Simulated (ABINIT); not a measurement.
```xyz
2
Lattice="0.000 2.184 2.184 2.184 0.000 2.184 2.184 2.184 0.000" Properties=species:S:1:pos:R:3 pbc="T T T" subject="Quasiparticle gap of AlN (F-43m) in ABINIT" method="RPA screening on LDA, plane waves, norm-conserving pseudopotentials (and 2 further levels or steps)" program="ABINIT 10.8.3" settings="cutoff 36 Ha, PseudoDojo scalar-relativistic 0.4.1 standard, norm-conserving, potential set dojo-sr-lda-0.4.1-standard, ngkpt (6, 6, 6), nband 532, ecuteps 22 Ha, inclvkb 2, shiftk (0, 0, 0), symchi 1, awtr 1, frequency ppm, 6×6×6 k-mesh" cost="5 runs, 16 min in all on 8 MPI ranks of Arm Neoverse V2, shared host" notes="The cell and positions are those that the Materials Project relaxed with its own functionals (PBE, PBE+U or r2SCAN), kept fixed. This is not the form that AlN usually takes at ambient conditions." lda_gap="3.26 eV, indirect" g0w0_gap_on_the_mesh="4.91 eV" gw_settings="6×6×6 mesh, 532 bands, screening to 598.7 eV, Godby-Needs plasmon pole" known_limits="short of the basis limit"
Al    0.000    0.000    0.000
N     3.276    3.276    3.276
```

[Long decimals in the printed logs are rounded to 6 places.]

[Logs are printed without paths, hosts, clocks, repeated set-up lines and the standing remarks that a program may print on its own settings, such as how far it seeks lower states.]

[Paths, hosts, dates, memory and timing lines, banners, echoed tables and standing remarks are left out of the program output; an Ansatz launch command may be rebuilt from the run's recorded settings. Measured values are a selection of at most five: reports struck by readers or far from the other reports are left out. None is set beside runs whose start may be inverted or whose files or cutoffs have a known fault.]

[Runs of the session that timed out or met a known fault of the program may be left out.]

[Hosts, paths, dates, database ids (printed as entryN), source tags and the programs' standing remarks are cut or masked in the printed files.]

[G0W0 gaps are taken among the corrected bands and points alone; a level outside them can change the order at an edge.]

[Where Ansatz stands beside ABINIT at settings called matched, ABINIT's density can come from a denser mesh and the files from another edition; pairs whose starting gaps differed by over 0.03 eV were left out, so agreement reads better than it is.]
